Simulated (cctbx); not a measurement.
**Interatomic vectors of CaCr2Ni2**

Space group I4/mmm (no. 139), a = 3.7450 Å, b = 3.7450 Å, c = 10.5830 Å, α = 90.00°, β = 90.00°, γ = 90.00°, content Ni4 Cr4 Ca2.

Simulated single-crystal data (cctbx): Ag Kα, λ = 0.56087 Å, to d = 0.75 Å, 95 % of the full sphere, strongest reflection 40000 counts, noise from counting, a 6 % proportional error and a noise floor of 15 counts (s.d.); no absorption.

Patterson synthesis from sharpened amplitudes, origin scaled to 1000:

```text
Patterson group I 4/m m m
      u       v       w   height  length (A)
  0.000   0.000   0.000   1000.0     0.00
  0.000   0.500   0.142    451.7     2.40
  0.000   0.000   0.500    390.1     5.29
  0.000   0.000   0.393    363.3     4.16
  0.000   0.500   0.250    299.0     3.24
  0.000   0.000   0.214    291.5     2.27
  0.000   0.500   0.045     74.4     1.93
  0.000   0.000   0.307     53.5     3.25
  0.157   0.157   0.455     52.1     4.89
  0.000   0.000   0.101     50.5     1.07
  0.150   0.150   0.065     49.9     1.05
  0.080   0.277   0.000     48.0     1.08
  0.119   0.296   0.202     43.3     2.45
  0.134   0.300   0.398     40.8     4.39
```

Q: Assign the vectors.

A peak at u stands for all pairs with xi − xj = u, with weight Σ ZiZj against Σ Z² = 6240 at the origin. Peak heights follow these weights only roughly, since form factors, motion and series ripples differ, all vectors within 0.55 Å of a peak are counted as merged into it though the farther ones add only part of their weight, and F(000) is left out, which lowers the whole map:

| u | v | w | shortest length (Å) | height | 1000 ΣZiZj/ΣZ² | pairs in the cell |
| --- | --- | --- | --- | --- | --- | --- |
| 0.000 | 0.500 | 0.142 | 2.40 | 452 | 431 | 4 × Ni–Cr |
| 0.000 | 0.000 | 0.500 | 2.65 | 390 | 369 | 4 × Cr–Cr |
| 0.000 | 0.000 | 0.393 | 2.88 | 363 | 359 | 4 × Ni–Ca |
| 0.000 | 0.500 | 0.250 | 3.24 | 299 | 308 | 4 × Cr–Ca |
| 0.000 | 0.000 | 0.214 | 2.26 | 292 | 251 | 2 × Ni–Ni |
| 0.000 | 0.500 | 0.045 | 1.93 | 74 | 0 | none within 0.55 Å |
| 0.000 | 0.000 | 0.307 | 3.25 | 54 | 0 | none within 0.55 Å |
| 0.157 | 0.157 | 0.455 | 1.88 | 52 | 0 | none within 0.55 Å |
| 0.000 | 0.000 | 0.101 | 1.07 | 50 | 0 | none within 0.55 Å |
| 0.150 | 0.150 | 0.065 | 1.05 | 50 | 0 | none within 0.55 Å |

The table stops at ten peaks or at a height of 45, below which ripples compete. In the model behind the data Ni, the heaviest element, has 1 independent site: (1/2, 1/2, 0.1110), up to an allowed shift of origin; the Ni–Ni vectors are differences of these positions and their symmetry mates. Elements of similar Z can't be told apart from the map alone. The whole model:

| atom | mult. | x | y | z | Ueq (Å²) |
| --- | --- | --- | --- | --- | --- |
| Ni1 | 4 | 1/2 | 1/2 | 0.1110 | 0.0085 |
| Cr1 | 4 | 0 | 1/2 | 1/4 | 0.0072 |
| Ca1 | 2 | 0 | 0 | 0 | 0.0092 |

This is a model crystal, built by substitution and not relaxed, with assumed displacement parameters.

[Logs are printed without paths, hosts, clocks, repeated set-up lines and the standing remarks that a program may print on its own settings, such as how far it seeks lower states.]
